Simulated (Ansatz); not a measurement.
# SnH2 (model cell, started as rutile): following an unstable mode, part 2 of 2

Wanted: the energy along a soft mode of SnH2 (model cell, started as rutile) and the structure at the end.

Ansatz 0.2.0; DFT PBE, scalar-relativistic, plane waves, PAW.

So far, highest frequency on path, mesh or solved points (cm⁻¹): step 2 (the dispersion) 977. Also lowest frequency on the path (cm⁻¹): step 2 -805.

The structure was built from a prototype and need not be the compound's stable phase.

## Step 3: The mode frozen in, largest atomic shift 0 Å

The mode followed lies at q = (-0.5, -0.5, -0.5) with frequency 793.6i cm⁻¹ and is 2-fold degenerate, one of the unstable modes though not the softest. At small amplitude the pattern taken leaves space group no. 24 by a symmetry search on the positions. The undistorted cell that holds it gives the zero of energy on the same k mesh.

System of this step: SnH2 (model cell, started as rutile). It takes space group P4_2/mnm (No. 136, tetragonal). The conventional cell has a = 4.858 Å, b = 4.858 Å, c = 3.642 Å, α = 90.00°, β = 90.00°, γ = 90.00°. Sn has 6 H at 2.14 to 2.24 Å nearest. Nearest to H lie 3 Sn at 2.14 to 2.24 Å. Farther neighbours, and contacts between anions beyond the nearest, are not listed.

input.yaml reads:

```yaml
crystal:
  lattice:
    - [4.8575969519, 0.0, 3.6419952209]
    - [4.8575969519, 0.0, -3.6419952209]
    - [0.0, 4.8575969519, 3.6419952209]
  atoms:
    - { symbol: Sn, position: [0.0, 0.0, 0.0] }
    - { symbol: Sn, position: [0.5, 0.5, 0.0] }
    - { symbol: Sn, position: [0.25, 0.25, 0.5] }
    - { symbol: Sn, position: [0.75, 0.75, 0.5] }
    - { symbol: H, position: [0.0, 0.3110725174, 0.3110725174] }
    - { symbol: H, position: [0.5, 0.8110725174, 0.3110725174] }
    - { symbol: H, position: [0.0, 0.6889274826, 0.6889274826] }
    - { symbol: H, position: [0.5, 0.1889274826, 0.6889274826] }
    - { symbol: H, position: [0.5610725174, 0.25, 0.1889274826] }
    - { symbol: H, position: [0.0610725174, 0.75, 0.1889274826] }
    - { symbol: H, position: [0.9389274826, 0.25, 0.8110725174] }
    - { symbol: H, position: [0.4389274826, 0.75, 0.8110725174] }
kpoints:
  mp_grid: { grid: [8, 8, 8] }
hamiltonian:
  xc: pbe
scf:
  occupations: { method: methfessel_paxton, width: 0.2 }
output:
  forces: true
  stress: true
  eigenvalues: true
```

Launch:

```bash
> ansatz run input.yaml --threads 8 --pin off --max-ram 14336MiB --backend cpu --events-out ev --progress --plain --runs-dir out
```

The program printed:

```text
[...]
Crystal: 12 atoms, lattice volume = 171.875 Å³
Basis set: ecut = 420 eV, 3329 PW (Γ), exchange–correlation on 90×90×90 points (8 copies of the dense FFT grid, shifted against one another)
Bands: 44, of which v1, the nominal top of the filled ones, is band 32 counted from 1 (31 counted from 0)
Symmetry: 32 space group operations
[...]
k-points: 59 of 512
[...]
k-point 0: bands = [... 28 lower, 2.1300, 2.1300, 4.9015, 5.7685, 5.7685, 8.2648, 8.8637, 9.2465, ... 8 higher]
  k-point 1: bands = [... 28 lower, 2.8406, 2.8406, 4.7626, 5.9329, 5.9329, 8.3545, 8.6086, 8.9817, ... 8 higher]
  k-point 2: bands = [... 28 lower, 3.8301, 3.8301, 4.4714, 6.3680, 6.3680, 7.4820, 8.6195, 9.0879, ... 8 higher]
  k-point 58: bands = [... 28 lower, 3.2074, 3.2074, 7.3240, 7.3240, 8.1228, 8.1228, 9.8881, 9.8881, ... 8 higher]
[key lines of the parts left out:]
SCF converged after 7 iterations
Free energy (F): -24218.142833 eV
Fermi energy:    6.874923 eV
P = ⅓ Tr σ = 0.0436 GPa (0.436 kbar)
```

Run time: 5.9 s. Hardware: 8 threads of Arm Neoverse N1, shared host; peak memory 0.86 GiB; 45 s of CPU time.

This step gave:

```
pressure                         : 0.04361 GPa
energy from the undistorted cell : 0 meV/atom
```

The run ends at a pressure of 0.04 GPa, with forces up to 0.0039 eV/Å.

## Step 4: The mode frozen in, largest atomic shift 0.45 Å

The atoms are moved along the unstable eigenvector, the largest shift by 0.45 Å, with the cell fixed.

input.yaml reads:

```yaml
crystal:
  lattice:
    - [4.8575969519, 0.0, 3.6419952209]
    - [4.8575969519, 0.0, -3.6419952209]
    - [0.0, 4.8575969519, 3.6419952209]
  atoms:
    - { symbol: Sn, position: [3.81597e-05, 0.0, -3.81597e-05] }
    - { symbol: Sn, position: [0.4999618403, 0.5, 3.81597e-05] }
    - { symbol: Sn, position: [0.25, 0.2499027005, 0.4999027005] }
    - { symbol: Sn, position: [0.75, 0.7500972995, 0.5000972995] }
    - { symbol: H, position: [0.0606832711, 0.2493017091, 0.3121600547] }
    - { symbol: H, position: [0.4393167289, 0.8728433258, 0.3099849802] }
    - { symbol: H, position: [-0.0628583456, 0.7506982909, 0.6900150198] }
    - { symbol: H, position: [0.5628583456, 0.1271566742, 0.6878399453] }
    - { symbol: H, position: [0.5368467654, 0.2769987538, 0.1917004844] }
    - { symbol: H, position: [0.0852982694, 0.7230012462, 0.1861544808] }
    - { symbol: H, position: [0.9631532346, 0.2285472498, 0.8138455192] }
    - { symbol: H, position: [0.4147017306, 0.7714527502, 0.8082995156] }
kpoints:
  mp_grid: { grid: [8, 8, 8] }
hamiltonian:
  xc: pbe
scf:
  occupations: { method: methfessel_paxton, width: 0.2 }
output:
  forces: true
  stress: true
  eigenvalues: true
```

The program printed:

```text
[...]
Crystal: 12 atoms, lattice volume = 171.875 Å³
Basis set: ecut = 420 eV, 3329 PW (Γ), exchange–correlation on 90×90×90 points (8 copies of the dense FFT grid, shifted against one another)
Bands: 44, of which v1, the nominal top of the filled ones, is band 32 counted from 1 (31 counted from 0)
Symmetry: 4 space group operations
[...]
k-points: 95 of 512 (time reversal used)
[...]
k-point 0: bands = [... 28 lower, 2.2219, 2.6833, 4.2431, 5.5662, 6.7213, 7.8879, 8.8791, 9.1280, ... 8 higher]
  k-point 1: bands = [... 28 lower, 2.8623, 3.1640, 4.2834, 5.7130, 6.6361, 7.9704, 8.5966, 9.0244, ... 8 higher]
  k-point 2: bands = [... 28 lower, 3.7146, 3.9956, 4.3651, 6.0595, 6.5970, 7.5667, 8.1794, 9.2996, ... 8 higher]
  k-point 94: bands = [... 28 lower, 3.1863, 3.2330, 6.0324, 6.8623, 8.6643, 9.2111, 9.6526, 9.9255, ... 8 higher]
[key lines of the parts left out:]
SCF converged after 8 iterations
Free energy (F): -24218.625078 eV
Fermi energy:    6.643147 eV
P = ⅓ Tr σ = 2.1088 GPa (21.088 kbar)
```

Run time: 15 s. Hardware: 8 threads; peak memory 0.92 GiB; 1.9 min of CPU time.

This step gave:

| Item | Value |
| --- | --- |
| pressure | 2.109 GPa |
| energy from the undistorted cell | -40.16 meV/atom |

The energy, extrapolated to zero smearing, is -40.16 meV/atom against the undistorted cell.

The run ends at a pressure of 2.11 GPa, with forces up to 0.37 eV/Å.

## Step 5: Energy along the mode, all amplitudes (two of the runs are shown above)

An imaginary frequency means negative curvature, so the energy should fall and then rise again as anharmonic terms take over.

This step gave:

* depth at the lowest point sampled: 40.16 meV/atom
* largest atomic shift at that point: 0.45 Å

The energy from the parent by largest atomic shift:

| largest atomic shift (Å) | energy from the parent (meV/atom) |
| --- | --- |
| 0.000 | 0 |
| 0.040 | -0.688 |
| 0.080 | -2.68 |
| 0.140 | -7.72 |
| 0.220 | -16.9 |
| 0.320 | -29.2 |
| 0.450 | -40.2 |
| 0.600 | -34.6 |

Displacement at unit largest shift by atom:

```csv
atom,x (Å),y (Å),z (Å),size
Sn1,0.00,0.00,0.00,0.00
Sn2,0.00,0.00,0.00,0.00
Sn3,0.00,0.00,0.00,0.00
Sn4,0.00,0.00,0.00,0.00
H5,-0.01,0.01,1.00,1.00
H6,0.01,-0.01,-1.00,1.00
H7,-0.01,0.01,-1.00,1.00
H8,0.01,-0.01,1.00,1.00
H9,0.03,0.03,-0.39,0.39
H10,-0.03,-0.03,0.39,0.39
H11,0.03,0.03,0.39,0.39
H12,-0.03,-0.03,-0.39,0.39
```

The lowest step is at 0.45 Å, 40.2 meV/atom below the parent, and the energy rises beyond it.

## Step 6: Relaxing from the distorted cell

Starting from the lowest point found, all atoms and the cell are let go, so that strain and other modes of the same symmetry can join in.

Changes to input.yaml since step 4:

```diff
@@ -28 +28,6 @@
   eigenvalues: true
+relax:
+  adjacent_minimum: "off"
+  f_tol: 0.002
+  max_steps: 120
+  cell: { stress_tol: 0.03 }
```

The program printed:

```text
[...]
Crystal: 12 atoms, lattice volume = 171.875 Å³
Basis set: ecut = 420 eV, 3329 PW (Γ), exchange–correlation on 90×90×90 points (8 copies of the dense FFT grid, shifted against one another)
Bands: 44, of which v1, the nominal top of the filled ones, is band 32 counted from 1 (31 counted from 0)
Symmetry: 4 space group operations
[...]
k-points: 95 of 512 (time reversal used)
[...]
SCF iter   1: F=—  HF=-24218.630685 eV  |F-HF|=—  |Δ(HF+E_count)|=         —  Δρ=3.16e-3  dr2=2.64e-2  ethr=1.77e-3  ⟨swp⟩=7.1  Hψ=18077  notcnv=0
[...]
SCF iter   8: F=-24218.625078 eV  HF=-24218.625078 eV  |F-HF|=8.69e-9  |Δ(HF+E_count)|=   1.21e-7  S|Δr|=    0.00e0  Δρ=2.79e-6  dr2=2.49e-8  ethr=1.56e-10  ⟨swp⟩=10.9  Hψ=18784  notcnv=0
SCF 1 converged in 8 iterations: F = -24218.625078 eV  dr2 = 2.49e-8
[...]
relax step   1: F+E_penalty+E_count = -24218.62507830 eV  Δ(F+E_penalty+E_count) = +0.000e0 eV  max|allowed force component| = 3.562e-1 eV/Å  Δτ_max = 0.0000 Å  P = +2.109 GPa  Ω = 171.875 Å³  (8 SCF iters, dr2 threshold 1.00e-7 eV, accepted)
Crystal: 12 atoms, lattice volume = 182.788 Å³
Basis set: ecut = 420 eV, 3609 PW (Γ), exchange–correlation on 90×90×90 points (8 copies of the dense FFT grid, shifted against one another)
[...]
SCF iter   6: F=-24219.041985 eV  HF=-24219.041984 eV  |F-HF|=1.59e-7  |Δ(HF+E_count)|=   4.75e-6  S|Δr|=    0.00e0  Δρ=7.45e-6  dr2=1.29e-7  ethr=1.87e-9  ⟨swp⟩=8.5  Hψ=18616  notcnv=0
SCF 2 converged in 6 iterations: F = -24219.041985 eV  dr2 = 1.29e-7
[...]
relax step   2: F+E_penalty+E_count = -24219.04198451 eV  Δ(F+E_penalty+E_count) = -4.169e-1 eV  max|allowed force component| = 4.760e-1 eV/Å  Δτ_max = 0.1583 Å  P = -0.623 GPa  Ω = 182.788 Å³  energy of the carried Pulay correction = -7.668e-3 eV  (6 SCF iters, dr2 threshold 1.20e-6 eV, accepted)
Crystal: 12 atoms, lattice volume = 183.344 Å³
Basis set: ecut = 420 eV, 3585 PW (Γ), exchange–correlation on 90×90×90 points (8 copies of the dense FFT grid, shifted against one another)
[...]
SCF iter   6: F=-24219.363256 eV  HF=-24219.363256 eV  |F-HF|=1.23e-7  |Δ(HF+E_count)|=   6.25e-6  S|Δr|=    0.00e0  Δρ=1.11e-5  dr2=2.86e-7  ethr=1.87e-9  ⟨swp⟩=8.8  Hψ=19128  notcnv=0
SCF 3 converged in 6 iterations: F = -24219.363256 eV  dr2 = 2.86e-7
[...]
relax step   3: F+E_penalty+E_count = -24219.36325595 eV  Δ(F+E_penalty+E_count) = -3.213e-1 eV  max|allowed force component| = 1.688e-1 eV/Å  Δτ_max = 0.1959 Å  P = +0.598 GPa  Ω = 183.344 Å³  energy of the carried Pulay correction = -8.046e-3 eV  (6 SCF iters, dr2 threshold 1.20e-6 eV, accepted)
[...]
relax step   4: F+E_penalty+E_count = -24219.51589949 eV  Δ(F+E_penalty+E_count) = -1.526e-1 eV  max|allowed force component| = 5.104e-2 eV/Å  Δτ_max = 0.1713 Å  P = -0.010 GPa  Ω = 183.882 Å³  energy of the carried Pulay correction = -8.411e-3 eV  (6 SCF iters, dr2 threshold 1.20e-6 eV, accepted)
[...]
relax step   5: F+E_penalty+E_count = -24219.51476863 eV  Δ(F+E_penalty+E_count) = +1.131e-3 eV  max|allowed force component| = 5.390e-2 eV/Å  Δτ_max = 0.0541 Å  P = -0.591 GPa  Ω = 185.909 Å³  energy of the carried Pulay correction = -9.775e-3 eV  (6 SCF iters, dr2 threshold 1.63e-7 eV, accepted)
[...]
relax step   6: F+E_penalty+E_count = -24219.52653375 eV  Δ(F+E_penalty+E_count) = -1.177e-2 eV  max|allowed force component| = 1.059e-2 eV/Å  Δτ_max = 0.0194 Å  P = -0.085 GPa  Ω = 183.298 Å³  energy of the carried Pulay correction = -8.015e-3 eV  (5 SCF iters, dr2 threshold 1.00e-6 eV, accepted)
[...]
relax step   7: F+E_penalty+E_count = -24219.52769735 eV  Δ(F+E_penalty+E_count) = -1.164e-3 eV  max|allowed force component| = 1.056e-3 eV/Å  Δτ_max = 0.0067 Å  P = +0.000 GPa  Ω = 182.244 Å³  energy of the carried Pulay correction = -7.298e-3 eV  (5 SCF iters, dr2 threshold 2.49e-8 eV, accepted)
[...]
relax step   8: F+E_penalty+E_count = -24219.54363777 eV  Δ(F+E_penalty+E_count) = -1.594e-2 eV  max|allowed force component| = 9.341e-4 eV/Å  Δτ_max = 0.0000 Å  P = +0.057 GPa  Ω = 182.244 Å³  stress off target by 1.77e-1 GPa  SCF on the basis re-selected at this cell (its energy is not comparable with the rows above)  (6 SCF iters)
[...]
relax step   9: F+E_penalty+E_count = -24219.54390157 eV  Δ(F+E_penalty+E_count) = -2.638e-4 eV  max|allowed force component| = 1.500e-3 eV/Å  Δτ_max = 0.0046 Å  P = +0.012 GPa  Ω = 182.667 Å³  energy of the carried Pulay correction = -2.672e-4 eV  (5 SCF iters, dr2 threshold 7.85e-8 eV, accepted)
[...]
SCF iter   5: F=-24219.544195 eV  HF=-24219.544195 eV  |F-HF|=1.53e-10  |Δ(HF+E_count)|=  6.55e-11  S|Δr|=    0.00e0  Δρ=1.15e-7  dr2=2.52e-11  ethr=1.00e-12  ⟨swp⟩=7.0  Hψ=16476  notcnv=0
SCF 10 converged in 5 iterations: F = -24219.544195 eV  dr2 = 2.52e-11
relax step  10: F+E_penalty+E_count = -24219.54419492 eV  Δ(F+E_penalty+E_count) = -2.934e-4 eV  max|allowed force component| = 1.521e-3 eV/Å  Δτ_max = 0.0000 Å  P = +0.012 GPa  Ω = 182.667 Å³  stress off target by 2.16e-2 GPa  SCF on the basis re-selected at this cell (its energy is not comparable with the rows above)  (5 SCF iters)
[...]
SCF converged after 5 iterations
[...]
Free energy (F): -24219.544195 eV
[...]
Internal energy: -24219.552725 eV  (E = F + TS)
E sigma→0 (E₀):  -24219.546327 eV
Entropy (-TS):   0.008530 eV (0.711 meV/atom)
Fermi energy:    5.186849 eV
Step filling:    the computed levels leave a gap of 0.2146 eV = 1.1 smearing widths at the electron count; against every level under it full and every level over it empty, smearing changes F+E_penalty+E_count by +3.310 meV and its σ→0 estimate by +1.178 meV
[...]
--- Forces (eV/Å), atoms counted from 1 ---
  atom   1  Sn    -0.00117414     0.00117414     0.00000000
  atom   2  Sn     0.00117414    -0.00117414     0.00000000
  atom   3  Sn     0.00152056     0.00152056     0.00000000
  atom   4  Sn    -0.00152056    -0.00152056     0.00000000
  atom   5  H     -0.00125940    -0.00065895     0.00079167
  atom   6  H     -0.00065895    -0.00125940    -0.00079167
  atom   7  H      0.00065895     0.00125940    -0.00079167
  atom   8  H      0.00125940     0.00065895     0.00079167
  atom   9  H     -0.00016785     0.00123883    -0.00068603
  atom  10  H     -0.00123883     0.00016785     0.00068603
  atom  11  H      0.00123883    -0.00016785     0.00068603
  atom  12  H      0.00016785    -0.00123883    -0.00068603
  max |Σ_I F_I| component: 8.54e-17 eV/Å
--- Stress (GPa, compression-positive) ---
        0.007560       0.001500      -0.000000
        0.001500       0.007560      -0.000000
       -0.000000      -0.000000       0.021569
  P = ⅓ Tr σ = 0.0122 GPa (0.122 kbar)
--- Band table (eV; the first three rows and the last of 95) ---
  k-point 0: bands = [... 28 lower, 2.3182, 2.6149, 2.6149, 4.0712, 5.3441, 7.8975, 8.5872, 8.6094, ... 8 higher]
  k-point 1: bands = [... 28 lower, 2.4149, 2.8903, 2.9935, 4.2574, 5.5392, 7.5605, 8.0617, 8.4000, ... 8 higher]
  k-point 2: bands = [... 28 lower, 2.7596, 3.5167, 3.6399, 4.6695, 6.0904, 6.9639, 7.1565, 7.7150, ... 8 higher]
  k-point 94: bands = [... 28 lower, 3.2771, 3.2777, 4.6219, 4.6230, 7.2229, 7.2246, 8.8861, 8.8901, ... 8 higher]
--- Relaxed structure (8 steps of the walk, 8 accepted, 2 SCFs on fresh bases) ---
  F+E_penalty+E_count = -24219.54419492 eV   max|allowed force component| = 1.521e-3 eV/Å   (the final SCF, on the basis selected at the relaxed cell)
  cell:  # Å, volume = 182.6671 Å³
    - [4.707758, -0.000386579, 4.120995]
    - [4.707758, -0.000386579, -4.120995]
    - [-0.000386579, 4.707758, 4.120995]
  atoms:
    - { symbol: Sn, position: [-0.014378, 3.401173e-19, 0.014378] }
    - { symbol: Sn, position: [0.514378, 0.5, -0.014378] }
    - { symbol: Sn, position: [0.250000, 0.264434, 0.514434] }
    - { symbol: Sn, position: [0.75, 0.735566, 0.485566] }
    - { symbol: H, position: [0.063990, 0.216360, 0.337988] }
    - { symbol: H, position: [0.436010, 0.901978, 0.280351] }
    - { symbol: H, position: [-0.121627, 0.783640, 0.719649] }
    - { symbol: H, position: [0.621627, 0.098022, 0.662012] }
    - { symbol: H, position: [0.466262, 0.371493, 0.219600] }
    - { symbol: H, position: [0.151893, 0.628507, 0.162245] }
    - { symbol: H, position: [1.033738, 0.185862, 0.837755] }
    - { symbol: H, position: [0.348107, 0.814138, 0.780400] }
```

Elapsed: 2.7 min, on 8 threads; peak memory 1 GiB.

Relaxation path:

```
step  energy less that of the first step (eV)  largest force component (eV/Å)  pressure (GPa)  volume (Å³)
   1                                   0.0000                          0.3562            2.11       171.87
   2                                  -0.4169                          0.4760           -0.62       182.79
   3                                  -0.7382                          0.1688            0.60       183.34
   4                                  -0.8908                          0.0510           -0.01       183.88
   5                                  -0.8897                          0.0539           -0.59       185.91
   6                                  -0.9015                          0.0106           -0.08       183.30
   7                                  -0.9026                          0.0011            0.00       182.24
  8*                                  -0.9186                          0.0009            0.06       182.24
   9                                  -0.9188                          0.0015            0.01       182.67
 10*                                  -0.9191                          0.0015            0.01       182.67
```

Relaxation steps marked * repeat the geometry before them on a plane-wave basis chosen anew for their cell, so energy and pressure can jump there.

The run keeps the 4 symmetry operations that the program found, so distortions that break them were not tested.

| cell as run | before | after | change |
| --- | --- | --- | --- |
| a (Å) | 6.071 | 6.257 | +3.1 % |
| b (Å) | 6.071 | 6.257 | +3.1 % |
| c (Å) | 6.071 | 6.257 | +3.1 % |
| α (°) | 111.09 | 115.72 | +4.2 % |
| β (°) | 68.91 | 64.29 | -6.7 % |
| γ (°) | 73.72 | 82.40 | +11.8 % |
| volume (Å³/atom) | 14.32 | 15.22 | +6.3 % |

The atoms that moved most (Å, as changes of fractional coordinates times the final cell):

```
atom      dx      dy      dz  length
 H11   0.131   0.113   0.565   0.591
 H12  -0.113  -0.131  -0.565   0.591
  H9   0.113   0.131  -0.565   0.591
 H10  -0.131  -0.113   0.565   0.591
  H8   0.140  -0.122   0.256   0.316
  H6   0.122  -0.140  -0.256   0.316
  H7  -0.122   0.140  -0.256   0.316
  H5  -0.140   0.122   0.256   0.316
```

Final coordinates:

```
Sn H
1.0
     4.70776   -0.00039    4.12100
     4.70776   -0.00039   -4.12100
    -0.00039    4.70776    4.12100
Sn H
4 8
Direct
  0.98562 0.00000 0.01438
  0.51438 0.50000 0.98562
  0.25000 0.26443 0.51443
  0.75000 0.73557 0.48557
  0.06399 0.21636 0.33799
  0.43601 0.90198 0.28035
  0.87837 0.78364 0.71965
  0.62163 0.09802 0.66201
  0.46626 0.37149 0.21960
  0.15189 0.62851 0.16224
  0.03374 0.18586 0.83776
  0.34811 0.81414 0.78040
```

Numbers from this step:

```yaml
pressure: 0.01223 GPa
volume_per_atom: 15.22 Å³
gap_on_the_k_mesh: 0.2146 eV
```

The distorted start has space group I2_12_12_1; the relaxation ends in I-42d.

## Step 7: The phases reached

The phases reached along the modes that were followed are set side by side.

Energies are those of the first relaxation, on the mesh of the frozen mode; space group, volume and gap are those of the last relaxation. Phases, by row:

```csv
mode frozen in,space group,energy from parent (meV/atom),volume (Å³/atom),gap on mesh (eV),lowest zone-centre optical mode (cm⁻¹),largest shift (Å)
parent,P4_2/mnm,0,14.32,0,–,–
"q = (0, 0, -0.5), 805i cm⁻¹",Cmcm,-45.2,14.74,0,–,0.564
"q = (0, 0, -0.5), 805i cm⁻¹",P4_12_12,-148.2,17.02,1.219,–,1.096
"q = (0, 0, -0.5), 805i cm⁻¹",P4_32_12,-148.2,17.02,1.219,–,1.096
"q = (-0.5, -0.5, -0.5), 794i cm⁻¹",Imma,-38.62,14.38,0,–,0.57
"q = (-0.5, -0.5, -0.5), 794i cm⁻¹",I-42d,-116.9,15.23,0.212,–,0.791
"q = (-0.5, -0.5, -0.5), 794i cm⁻¹",I-42d,-116.9,15.22,0.215,–,0.789
```

## Step 8: Outcome

- unstable mode of the parent: q = (-0.5, -0.5, -0.5), 794i cm⁻¹
- depth at the lowest point sampled: 40.2 meV/atom
- largest atomic shift at that point: 0.45 Å
- space group reached: I-42d
- energy gained over the parent (first relaxation, on the mesh of the frozen mode): 117 meV/atom
- volume per atom, phase reached: 15.2 Å³
- gap on the k-mesh, phase reached: 0.215 eV

In words: Along this mode the structure falls into I-42d, 117 meV/atom below the parent. At the parent's cell the well is 40.16 meV/atom deep on the steps tried, with its lowest point at a shift of 0.45 Å. Relaxing atoms and cell changes the gain by +76.73 meV/atom against the lowest step (energies at zero smearing). Most of the total comes from this relaxation. The modes of the phase reached were not computed. Of the 6 patterns followed from this parent, this one ends 31.3 meV/atom above the lowest, P4_32_12. Differences under 1.0 meV/atom are within the error of comparing unlike cells and meshes, so the order among close phases is not settled. Each path keeps the symmetry of its pattern, so a lower phase may lie along a pattern not tried. With no gap, or one that is small against the smearing, the frequencies hang on the k mesh and the smearing, most of all near Kohn anomalies. Spin-orbit coupling is left out, which can matter for the heavy elements here. The starting cell was built on a prototype and not taken from a measurement, so the phase need not exist.

[Long decimals in the printed logs are rounded to 6 places.]

[Logs are printed without paths, hosts, clocks, repeated set-up lines and the standing remarks that a program may print on its own settings, such as how far it seeks lower states.]

[Hosts, paths, dates, database ids (printed as entryN), source tags and the programs' standing remarks are cut or masked in the printed files.]

[Where the starting crystal was built by hand or by swapping elements, it need not be the compound's stable phase.]
